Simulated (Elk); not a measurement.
# Collinear magnetic orders of FeO (Wuestite) with Elk

A self-consistent run ends on one state, which hangs on the start. Several orders of FeO (Wuestite) are started in Elk and their energies compared.

Method: PBE with U = 4.50 eV on Fe d; all-electron APW+lo, Dirac cores, scalar-relativistic bands, in Elk 11.2.3 (patched build).

Most raw output is cut from this account.

The database entry behind the starting cell differs from later determinations by our own check (inexact against later determinations), so it need not match the best structure at ambient conditions.

## 1. The starting structure

The structure is cubic, space group Fm-3m (No. 225). The conventional cell has a = 4.311 Å, b = 4.311 Å, c = 4.311 Å, α = 90.00°, β = 90.00°, γ = 90.00°. Nearest to Fe lie 6 O at 2.16 Å. O has 6 Fe at 2.16 Å nearest. Farther neighbours and most contacts between anions are not listed.

## 2. Run 1 (ferro +)

Parallel moments need no larger cell; this start tests for a ferromagnetic state only. A Hubbard U of customary size acts on the open shell; it was not fitted to this crystal.

The last three numbers of an atom's line are a seed field in its sphere. It points against the wanted moment and shrinks by the factor reducebf each loop.

elk.in reads:

```
tasks
  0
  33
  73

xctype
  20

rgkmax
  7.0

nempty
  12

swidth
  0.001837

reducebf
  0.6

epsengy
  1e-05

maxscl
  100

lmaxi
  3

lmaxo
  10

lmaxapw
  10

spinpol
  .true.

sppath
  './'

avec
  0.00000000000 4.07311568902 4.07311568902
  4.07311568902 0.00000000000 4.07311568902
  4.07311568902 4.07311568902 0.00000000000

atoms
  2
  'Fe.in'
  1
  0.0000000000 0.0000000000 0.0000000000   0.000000 0.000000 -0.400000
  'O.in'
  1
  0.5000000000 0.5000000000 0.5000000000   0.000000 0.000000 0.000000

ngridk
  10 10 10

dft+u
  1 1
  1 2 0.165372 0.000000

plot3d
  0 0 0
  1 0 0
  0 1 0
  0 0 1
  16 16 16
```

Command:

```
$ OMP_NUM_THREADS=4 elk
```

It took 2 min on 4 threads of Arm Neoverse V1, shared host; peak memory 0.28 GiB.

Numbers from this step:

| Property | Result |
| --- | --- |
| density of states at the Fermi level | 1.084 states/eV/cell |
| moment between the spheres | 0.01296 μB |
| magnetization | 4.004 μB |
| final state | ferromagnetic |
| largest moment | 3.782 μB |

After 20 cycles the largest moment stands at 3.78 μB.

## 3. Run 2 (antiferro q=(0,1/2,1/2) +-)

An opposed order shows whether the pairs that it reverses prefer unlike signs.

The cell is doubled to 4 atoms to hold this order. Its mesh is chosen so that both cells sample the same points.

elk.in reads:

```
tasks
  0

xctype
  20

rgkmax
  7.0

nempty
  12

swidth
  0.001837

reducebf
  0.6

epsengy
  1e-05

maxscl
  100

lmaxi
  3

lmaxo
  10

lmaxapw
  10

spinpol
  .true.

sppath
  './'

avec
  0.00000000000 4.07311568902 4.07311568902
  8.14623137804 0.00000000000 8.14623137804
  8.14623137804 4.07311568902 4.07311568902

atoms
  2
  'Fe.in'
  2
  0.0000000000 0.0000000000 0.0000000000   0.000000 0.000000 -0.400000
  0.0000000000 0.5000000000 0.0000000000   0.000000 0.000000 0.400000
  'O.in'
  2
  0.5000000000 0.0000000000 0.5000000000   0.000000 0.000000 0.000000
  0.5000000000 0.5000000000 0.5000000000   0.000000 0.000000 0.000000

ngridk
  10 5 10

dft+u
  1 1
  1 2 0.165372 0.000000
```

Command:

```
$ OMP_NUM_THREADS=4 elk
```

The job ended after 12 min (4 threads; peak memory 0.56 GiB).

Spin moment in the muffin-tin sphere by atom:

```
atom  spin moment in the muffin-tin sphere (μB)
 Fe1                                       3.70
 Fe2                                      -3.70
  O3                                      -0.03
  O4                                       0.03
```

This step gave:

```
density of states at the Fermi level : 7.24e-7 states/eV/cell
moment between the spheres           : 0 μB
magnetization                        : 0 μB
final state                          : antiferromagnetic
```

It lies 556 meV a seeded atom under the first start, and its largest moment is 3.70 μB against 3.78 μB.

## 4. Run 3 (antiferro q=(0,0,1/2) +-)

Reversing part of the moments tests the sign of the couplings between them.

The cell is doubled to 4 atoms to hold this order. Its mesh is chosen so that both cells sample the same points.

elk.in reads:

```
tasks
  0

xctype
  20

rgkmax
  7.0

nempty
  12

swidth
  0.001837

reducebf
  0.6

epsengy
  1e-05

maxscl
  100

lmaxi
  3

lmaxo
  10

lmaxapw
  10

spinpol
  .true.

sppath
  './'

avec
  0.00000000000 4.07311568902 4.07311568902
  4.07311568902 0.00000000000 4.07311568902
  8.14623137804 8.14623137804 0.00000000000

atoms
  2
  'Fe.in'
  2
  0.0000000000 0.0000000000 0.0000000000   0.000000 0.000000 -0.400000
  0.0000000000 0.0000000000 0.5000000000   0.000000 0.000000 0.400000
  'O.in'
  2
  0.5000000000 0.5000000000 0.2500000000   0.000000 0.000000 0.000000
  0.5000000000 0.5000000000 0.7500000000   0.000000 0.000000 0.000000

ngridk
  10 10 5

dft+u
  1 1
  1 2 0.165372 0.000000
```

Command:

```
$ OMP_NUM_THREADS=4 elk
```

The job ended after 14 min (4 threads; peak memory 0.56 GiB; 51 min of CPU time).

Spin moment in the muffin-tin sphere by atom:

```
atom  spin moment in the muffin-tin sphere (μB)
 Fe1                                       3.68
 Fe2                                      -3.68
  O3                                       0.00
  O4                                       0.00
```

Read from the output:

* density of states at the Fermi level: 2.897 states/eV/cell
* moment between the spheres: 0 μB
* magnetization: 0 μB
* final state: antiferromagnetic

It lies 21.8 meV a seeded atom under the first start, and its largest moment is 3.68 μB against 3.78 μB.

## 5. Run 4 (no spin polarisation)

This run holds no moments, which gives a state to set the others against.

elk.in reads:

```
tasks
  0

xctype
  20

rgkmax
  7.0

nempty
  12

swidth
  0.001837

epsengy
  1e-05

maxscl
  100

lmaxi
  3

lmaxo
  10

lmaxapw
  10

sppath
  './'

avec
  0.00000000000 4.07311568902 4.07311568902
  4.07311568902 0.00000000000 4.07311568902
  4.07311568902 4.07311568902 0.00000000000

atoms
  2
  'Fe.in'
  1
  0.0000000000 0.0000000000 0.0000000000   0.000000 0.000000 0.000000
  'O.in'
  1
  0.5000000000 0.5000000000 0.5000000000   0.000000 0.000000 0.000000

ngridk
  10 10 10

dft+u
  1 1
  1 2 0.165372 0.000000
```

Command:

```
$ OMP_NUM_THREADS=4 elk
```

Wall time 30 s (4 threads); peak memory 0.26 GiB.

Numbers from this step:

```
density of states at the Fermi level : 2.00e-9 states/eV/cell
final state                          : non-magnetic (no spin polarisation)
```

It lies 1332 meV a seeded atom over the first start.

## 6. Ranking

These are free energies at a smearing of 0.05 eV, so its entropy term is in the differences. They are divided by the number of seeded atoms, so that cells of unlike size compare. Wavevectors q in the names are fractions of the reciprocal vectors of the first run's cell.

Orders:

```
                     start        final state  typed order kept  energy over the lowest (meV a seeded atom)  largest sphere moment (μB)  net moment (μB a primitive cell)  DOS at the Fermi level (states/eV a primitive cell)  mesh matched  CPU time (s)
                   ferro +      ferromagnetic               yes                                       555.6                       3.782                             4.004                                                1.084           yes         457.8
antiferro q=(0,1/2,1/2) +-  antiferromagnetic               yes                                           0                       3.698                                 0                                                    0           yes          2755
  antiferro q=(0,0,1/2) +-  antiferromagnetic               yes                                       533.8                       3.684                                 0                                                1.449           yes          3052
      no spin polarisation       non-magnetic                 -                                        1888                           0                                 0                                                    0           yes         109.8
```

## 7. Results

| Property | Result |
| --- | --- |
| moments, largest by run | 3.78, 3.70, 3.68, 0 μB |
| spread of the energies | 1888 meV a seeded atom |

What this shows: No order can be named lowest. Under a U these runs may have ended in unlike orbital states: their energies lie far apart for exchange between like ions, or the runs differ in kind. The occupations were not compared, so the differences can't be taken as exchange energies. Under a U a part-filled d shell can order its orbitals; no such lower state was searched for, and the cell's symmetry can forbid it.

[Logs and program files are shortened in this print: banners, set-up blocks, solver, clock and traceback lines can be left out without a mark of their own.]

[Logs are printed without paths, hosts, clocks, repeated set-up lines and the standing remarks that a program may print on its own settings, such as how far it seeks lower states.]

[Hosts, paths, dates, database ids (printed as entryN), source tags and the programs' standing remarks are cut or masked in the printed files.]

[Where a cell is said to come from a database of computed structures, the database is the Materials Project.]
